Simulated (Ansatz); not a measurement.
# A hypothetical structure for Mn2InAg4Sn, part 2 of 2

Starting from a made-up structure for Mn2InAg4Sn, the aim is the relaxed cell, its shortest contacts and, where a second run follows, its electronic structure.

Ansatz 0.2.0; DFT, PBEsol, plane-wave PAW, files of the set soft_1, scalar-relativistic, ferromagnetic start, cell and ions relaxed at zero pressure; PAW set soft_1 (the session's first sound run).

So far: Starting point; Relaxing cell and atoms. The relaxed cell has a, b, c = 3.113, 4.466, 10.629 Å (conventional setting).

### Step 3. Electronic structure of the relaxed cell

A second self-consistent run takes a narrower smearing and the mesh shown in its input; the bands follow along the standard path of the relaxed lattice.

This step: DFT, PBEsol, plane-wave PAW, files of the set soft_1, scalar-relativistic, ferromagnetic start, bands and density of states at the relaxed cell; PAW set soft_1 (Ansatz 0.2.0).

input.yaml reads:

```yaml
crystal:
  lattice:
    - [3.1129283167, 0.0, 0.0]
    - [0.0, 4.4657342366, 0.0]
    - [0.0, 0.0, 10.6294954157]
  atoms:
    - { symbol: Sn, position: [0.5, 0.5, 0.3439830005] }
    - { symbol: In, position: [0.0, 0.0, 0.1527140689] }
    - { symbol: Ag, position: [0.5, 0.0, 0.9076623701] }
    - { symbol: Ag, position: [0.0, 0.0, 0.4369168086] }
    - { symbol: Ag, position: [0.0, 0.5, 0.5945879367] }
    - { symbol: Ag, position: [0.5, 0.5, 0.0644344662] }
    - { symbol: Mn, position: [0.5, 0.0, 0.6625561849], spin: 3.9 }
    - { symbol: Mn, position: [0.0, 0.5, 0.8392451641], spin: 3.9 }
magnetization:
  spin_polarized: true
kpoints:
  mp_grid: { grid: [10, 8, 4] }
  band_path:
    path:
      - [[0.0, 0.0, 0.0], [0.5, 0.0, 0.0], [0.5, 0.5, 0.0], [0.0, 0.5, 0.0], [0.0, 0.0, 0.0], [0.0, 0.0, 0.5], [0.5, 0.0, 0.5], [0.5, 0.5, 0.5], [0.0, 0.5, 0.5], [0.0, 0.0, 0.5]]
      - [[0.0, 0.5, 0.0], [0.0, 0.5, 0.5]]
      - [[0.5, 0.0, 0.5], [0.5, 0.0, 0.0]]
      - [[0.5, 0.5, 0.0], [0.5, 0.5, 0.5]]
    npoints: 6
scf:
  occupations: { method: fermi_dirac, width: 0.03 }
  n_extra_bands: 16
hamiltonian:
  xc: pbesol
  pseudopotentials: { kind: paw, azcp: { folder: soft_1 }, xc_functional: pbe }
output:
  forces: true
  stress: true
  write_bands: true
  dos: { projected: true }
  write_density: true
  write_potential: true
  elf: true
  volumetric_format: npy
```

Started as:

```console
> ansatz run input.yaml --threads 4 --pin off --max-ram 10240MiB --backend cpu --events-out ev --progress --plain --runs-dir out
```

Numbers of over 12 decimals in the logs are rounded to 6 here.

What it wrote:

```text
Warning: the band count 83 (scf.n_extra_bands) hosts the net moment |M| = 7.8000 μB (N_el = 133) but caps the reachable moment at 2·n_bands − N_el = 33.0000 μB, below the 85 bands that the automatic rule leaves for it — a moment growing past the seed, or the majority channel's smearing tail, pins there with fewer empty majority states than that count leaves; raise or omit scf.n_extra_bands unless the cap is intended
[...]
Crystal: 8 atoms, lattice volume = 147.766 Å³
Basis set: ecut = 420 eV, 2891 PW (Γ), exchange–correlation on 48×60×144 points (8 copies of the dense FFT grid, shifted against one another)
Bands: 83, of which v1, the nominal top of the filled ones, is band 67 counted from 1 (66 counted from 0)
Symmetry: 4 space group operations
[...]
k-points: 90 of 320 (time reversal used)
[...]
Starting moments: Σ|m| = 7.8 μB on 2 of 8 sites
[...]
SCF iter   1: F=—  HF=-49301.782115 eV  |F-HF|=—  |Δ(HF+E_count)|=         —  Δρ=4.77e-2 (↑4.56e-2 ↓4.77e-2)  dr2=1.62e1  dr2_m=3.14e-1  M=8.253 μB ∫|m|=8.512 μB  β_m=0.30  ethr=3.10e-3  ⟨swp⟩=5.9  Hψ=49804  notcnv=0  defer=28
[...]
SCF iter  22: F=-49299.852752 eV  HF=-49299.852752 eV  |F-HF|=4.59e-8  |Δ(HF+E_count)|=   2.17e-8  Δρ=2.29e-6 (↑1.89e-6 ↓2.29e-6)  dr2=4.76e-8  dr2_m=3.33e-10  M=8.427 μB ∫|m|=8.807 μB  ethr=7.52e-11  ⟨swp⟩=11.3  Hψ=101511  notcnv=0
SCF 1 converged in 22 iterations: F = -49299.852752 eV  dr2 = 4.76e-8
[...]
NSCF: frozen V_eff on 76 k-points
SCF converged after 22 iterations
Magnetization: 8.4269 μB (70.7135 up, 62.2865 down)
Absolute magnetization: 8.8149 μB (∫|ρ↑−ρ↓|, with the PAW one-centre terms)
[...]
Per-site moments (μB) at R_I (Å): [(0.00619921, 1.194407), (0.00314688, 1.187600), (0.071038, 1.074709), (0.010070, 1.151647), (0.070450, 1.072740), (0.012843, 1.149285), (3.905789, 1.074709), (3.910807, 1.072740)]
Free energy (F): -49299.852752 eV
[...]
Internal energy: -49299.840535 eV  (E = F + TS)
E sigma→0 (E₀):  -49299.846643 eV
Entropy (-TS):   -0.012217 eV (-1.527 meV/atom)
Fermi energy:    14.808369 eV
[...]
--- Forces (eV/Å), atoms counted from 1 ---
  atom   1  Sn    -0.00000000     0.00000000     0.00364175
  atom   2  In     0.00000000    -0.00000000    -0.03054864
  atom   3  Ag     0.00000000    -0.00000000    -0.00506520
  atom   4  Ag    -0.00000000     0.00000000     0.01583209
  atom   5  Ag    -0.00000000    -0.00000000     0.01185413
  atom   6  Ag     0.00000000    -0.00000000    -0.00038634
  atom   7  Mn    -0.00000000     0.00000000    -0.00502675
  atom   8  Mn    -0.00000000    -0.00000000     0.00970790
  max |Σ_I F_I| component: 8.94e-6 eV/Å
--- Stress (GPa, compression-positive) ---
       -0.382014       0.000000      -0.000000
        0.000000       0.198614       0.000000
       -0.000000       0.000000       0.097395
  P = ⅓ Tr σ = -0.0287 GPa (-0.287 kbar)
--- Band table (eV; the first three rows and the last of 180) ---
  k-point 0 ↑: bands = [... 63 lower, 12.6658, 12.7946, 12.9564, 13.1162, 13.1598, 13.1855, 13.3985, 15.2130, ... 12 higher]
  k-point 1 ↑: bands = [... 63 lower, 12.6665, 12.7398, 12.7912, 12.9564, 13.1598, 13.4484, 14.0480, 15.1339, ... 12 higher]
  k-point 2 ↑: bands = [... 63 lower, 12.6360, 12.6671, 12.7877, 12.9565, 13.1598, 13.7913, 14.3440, 14.6558, ... 12 higher]
  k-point 89 ↓: bands = [... 63 lower, 14.4667, 14.5124, 14.5373, 15.4532, 15.4767, 16.3389, 16.3787, 16.6862, ... 12 higher]
```

The job ended after 3.5 min (4 threads of Arm Neoverse V1, shared host; peak memory 2.2 GiB; 14 min of CPU time).

This step gave:

```yaml
free_energy: -49299.8528 eV
energy_at_zero_smearing: -49299.8466 eV
smearing_term_ts: 0.01222 eV
fermi_energy: 14.81 eV
magnetization: 8.427 μB
absolute_magnetization: 8.815 μB
site_moments: 0.006199, 0.003147, 0.07104, 0.01007, 0.07045, 0.01284, 3.906, 3.911 μB
pressure: -0.02867 GPa
```

bands.tsv at the labelled points (eV, zero at the Fermi level; the bands that come nearest the Fermi level along the path):

| point | band_69_up | band_70_up | band_71_up | band_60_dn | band_61_dn | band_62_dn | band_63_dn | band_64_dn |
| --- | --- | --- | --- | --- | --- | --- | --- | --- |
| Γ | -1.41 | 0.40 | 0.86 | -0.49 | -0.14 | 0.12 | 0.71 | 0.81 |
| X | -0.97 | 1.36 | 1.79 | -0.03 | -0.02 | 0.00 | 0.01 | 0.79 |
| S | -0.73 | -0.32 | -0.12 | -0.73 | -0.72 | -0.71 | -0.69 | -0.50 |
| Y | -1.93 | -0.88 | -0.70 | -1.18 | -1.00 | 0.00 | 0.21 | 0.83 |
| Γ | -1.41 | 0.40 | 0.86 | -0.49 | -0.14 | 0.12 | 0.71 | 0.81 |
| Z | -0.46 | -0.15 | 1.49 | -0.66 | -0.01 | 0.20 | 0.71 | 0.83 |
| U | -0.60 | 0.39 | 0.81 | -0.64 | -0.55 | -0.02 | 0.00 | 0.93 |
| R | -0.93 | -0.44 | -0.19 | -0.77 | -0.75 | -0.52 | -0.34 | -0.30 |
| T | -1.82 | -1.77 | -1.64 | -2.18 | -1.97 | 0.45 | 0.52 | 0.92 |
| Z | -0.46 | -0.15 | 1.49 | -0.66 | -0.01 | 0.20 | 0.71 | 0.83 |
| Y | -1.93 | -0.88 | -0.70 | -1.18 | -1.00 | 0.00 | 0.21 | 0.83 |
| T | -1.82 | -1.77 | -1.64 | -2.18 | -1.97 | 0.45 | 0.52 | 0.92 |
| U | -0.60 | 0.39 | 0.81 | -0.64 | -0.55 | -0.02 | 0.00 | 0.93 |
| X | -0.97 | 1.36 | 1.79 | -0.03 | -0.02 | 0.00 | 0.01 | 0.79 |
| S | -0.73 | -0.32 | -0.12 | -0.73 | -0.72 | -0.71 | -0.69 | -0.50 |
| R | -0.93 | -0.44 | -0.19 | -0.77 | -0.75 | -0.52 | -0.34 | -0.30 |

Spin density in the ac plane at fractional y = 0.000, with atoms of In and Ag and Mn within 0.2 Å of it.

Values in e/Å³, 24 rows by 16 columns, each cell a mean:
```
0.0 0.0 0.0 0.0 0.0 0.0 0.0 0.0 0.0 0.0 0.0 0.0 0.0 0.0 0.0 0.0
0.0 0.0 0.0 0.0 0.0 0.0 0.1 0.1 0.1 0.1 0.1 0.0 0.0 0.0 0.0 0.0
0.0 0.0 0.0 0.0 0.0 0.0 0.1 0.1 0.1 0.1 0.1 0.0 0.0 0.0 0.0 0.0
0.0 0.0 0.0 0.0 0.0 0.0 0.0 0.0 0.0 0.0 0.0 0.0 0.0 0.0 0.0 0.0
0.0 0.0 0.0 0.0 0.0 0.0 0.0 0.0 0.0 0.0 0.0 0.0 0.0 0.0 0.0 0.0
0.0 0.0 0.0 0.0 0.0 0.1 0.1 0.1 0.1 0.1 0.1 0.1 0.0 0.0 0.0 0.0
0.0 0.0 0.0 0.1 0.2 0.3 0.6 1.1 1.3 1.1 0.6 0.3 0.2 0.1 0.0 0.0
0.0 0.0 0.1 0.2 0.4 1.0 2.6 5.2 6.7 5.2 2.6 1.0 0.4 0.2 0.1 0.0
0.0 0.0 0.1 0.1 0.3 0.8 2.1 4.0 5.1 4.0 2.1 0.8 0.3 0.1 0.1 0.0
0.0 0.0 0.0 0.0 0.1 0.2 0.4 0.6 0.7 0.6 0.4 0.2 0.1 0.0 0.0 0.0
0.0 0.0 0.0 0.0 0.0 0.0 0.1 0.1 0.1 0.1 0.1 0.0 0.0 0.0 0.0 0.0
0.0 0.0 0.0 0.0 0.0 0.0 0.0 0.0 0.0 0.0 0.0 0.0 0.0 0.0 0.0 0.0
0.0 0.0 0.0 0.0 0.0 0.0 0.0 0.0 0.0 0.0 0.0 0.0 0.0 0.0 0.0 0.0
0.0 0.0 0.0 0.0 0.0 0.0 0.0 0.0 0.0 0.0 0.0 0.0 0.0 0.0 0.0 0.0
0.0 0.0 0.0 0.0 0.0 0.0 0.0 0.0 0.0 0.0 0.0 0.0 0.0 0.0 0.0 0.0
0.0 0.0 0.0 0.0 0.0 0.0 0.0 0.0 0.0 0.0 0.0 0.0 0.0 0.0 0.0 0.0
0.0 0.0 0.0 0.0 0.0 0.0 0.0 0.0 0.0 0.0 0.0 0.0 0.0 0.0 0.0 0.0
0.0 0.0 0.0 0.0 0.0 0.0 0.0 0.0 0.0 0.0 0.0 0.0 0.0 0.0 0.0 0.0
0.0 0.0 0.0 0.0 0.0 0.0 0.0 0.0 0.0 0.0 0.0 0.0 0.0 0.0 0.0 0.0
0.0 0.0 0.0 0.0 0.0 0.0 0.0 0.0 0.0 0.0 0.0 0.0 0.0 0.0 0.0 0.0
0.0 0.0 0.0 0.0 0.0 0.0 0.0 0.0 0.0 0.0 0.0 0.0 0.0 0.0 0.0 0.0
0.0 0.0 0.0 0.0 0.0 0.0 0.0 0.0 0.0 0.0 0.0 0.0 0.0 0.0 0.0 0.0
0.0 0.0 0.0 0.0 0.0 0.0 0.0 0.0 0.0 0.0 0.0 0.0 0.0 0.0 0.0 0.0
0.0 0.0 0.0 0.0 0.0 0.0 0.0 0.0 0.0 0.0 0.0 0.0 0.0 0.0 0.0 0.0
```
Columns run along a (3.1 Å), rows up along c (10.6 Å). Atoms in or near the plane, at fractional coordinates: In at (0.00, 0.15), Ag at (0.50, 0.91), Ag at (0.00, 0.44), Mn at (0.50, 0.66).

Valence density in the ac plane at fractional y = 0.000, with atoms of In and Ag and Mn within 0.2 Å of it. It is the smooth field of the valence electrons, not physical close to the nuclei.

Ten steps, logarithmic in the rise over the least value, from '_' (0 e/Å³) to '@' (24 e/Å³), each cell a mean:
```
______..::==++******++==::..____
____..::==**%%@@@@@@%%**==::..__
____..::==**%%@@@@@@%%**==::..__
______..::==++******++==::..____
________......::::::......______
__________......::......________
________..--==******==--..______
______..--++%%@@@@@@%%++--..____
______..--++##%%@@%%##++--..____
______....::--==++==--::....____
..........__..........__........
++====::....__________....::====
%%%%##**==::..______..::==**##%%
@@@@%%**==::..______..::==**%%@@
####**==--....______....--==**##
----::....______________....::--
..______________________________
........__________________......
++====::....__________....::====
####**++--....______....--++**##
####**++--::..______..::--++**##
++++==--::..__________..::--==++
::::......______________......::
________........::........______
```
Columns run along a (3.1 Å), rows up along c (10.6 Å). Atoms in or near the plane, at fractional coordinates: In at (0.00, 0.15), Ag at (0.50, 0.91), Ag at (0.00, 0.44), Mn at (0.50, 0.66).

Electrostatic potential energy in the ac plane at fractional y = 0.000, with atoms of In and Ag and Mn within 0.2 Å of it. With pseudopotentials it is smooth inside the atoms' cores, unlike the true potential.

Ten even steps from '_' (-38 eV) to '@' (18 eV), each cell a mean:
```
@@@@@@@@##**==========**##@@@@@@
@@@@@@##++====**##**====++##@@@@
@@@@@@##++====**##**====++##@@@@
@@@@@@@@##**++======++**##@@@@@@
@@@@@@@@@@@@%%%%%%%%%%@@@@@@@@@@
@@@@@@@@@@@@%%%%##%%%%@@@@@@@@@@
@@@@@@@@##++--::..::--++##@@@@@@
@@@@@@%%++______________++%%@@@@
@@@@@@%%++..__________..++%%@@@@
@@@@@@@@%%**++------++**%%@@@@@@
@@@@@@@@@@@@@@%%%%%%@@@@@@@@@@@@
++++**##%%@@@@@@@@@@@@@@%%##**++
**++====++##@@@@@@@@@@##++====++
%%##++====##@@@@@@@@@@##====++##
======++**%%@@@@@@@@@@%%**++====
######%%@@@@@@@@@@@@@@@@@@%%####
@@@@@@@@@@@@@@@@@@@@@@@@@@@@@@@@
%%%%%%@@@@@@@@@@@@@@@@@@@@@@%%%%
--====**##%%@@@@@@@@@@%%##**====
::::::--==##%%@@@@@@%%##==--::::
::::::--==**%%@@@@@@%%**==--::::
------++**%%@@@@@@@@@@%%**++----
######%%@@@@@@@@@@@@@@@@@@%%####
@@@@@@@@@@@@%%%%%%%%%%@@@@@@@@@@
```
Columns run along a (3.1 Å; values clipped at the 3rd and 97th percentile), rows up along c (10.6 Å). Atoms in or near the plane, at fractional coordinates: In at (0.00, 0.15), Ag at (0.50, 0.91), Ag at (0.00, 0.44), Mn at (0.50, 0.66).

### Step 4. What came out

```json
{
  "space group, relaxed": "Pmm2",
  "conventional cell": "a = 3.113, b = 4.466, c = 10.629 Å; α = 90.0°, β = 90.0°, γ = 90.0°",
  "volume per atom": "18.47 Å³ (guess 18.96)",
  "total moment": "8.40 μB in the cell of 8 atoms"
}
```

In words: Mn2InAg4Sn relaxes to Pmm2 with a = 3.113, b = 4.466 and c = 10.629 Å. The guessed volume was 3 % too large. The space group Pmm2 was held in the relaxation, so the end point is a stationary structure within it and may be a saddle against distortions or other arrangements. The input starts from parallel moments, and no other start was typed. Bands cross the Fermi level, so it is a metal or semimetal at this level. On the 10×8×4 mesh with the narrower smearing (relaxed on 7×7×3) the largest force component is 0.031 eV/Å and the largest stress component is 0.382 GPa, against the relaxation's thresholds of 0.015 eV/Å and 0.05 GPa. The cutoff wasn't tested. A vector of the cell changed its length by 14 %, more than the volume shows. No dispersion term is used, so weakly bound directions may come out too long. Nothing here tests whether the compound is stable against decomposition.

[Logs are printed without paths, hosts, clocks, repeated set-up lines and the standing remarks that a program may print on its own settings, such as how far it seeks lower states.]

[Hosts, paths, dates, database ids (printed as entryN), source tags and the programs' standing remarks are cut or masked in the printed files.]
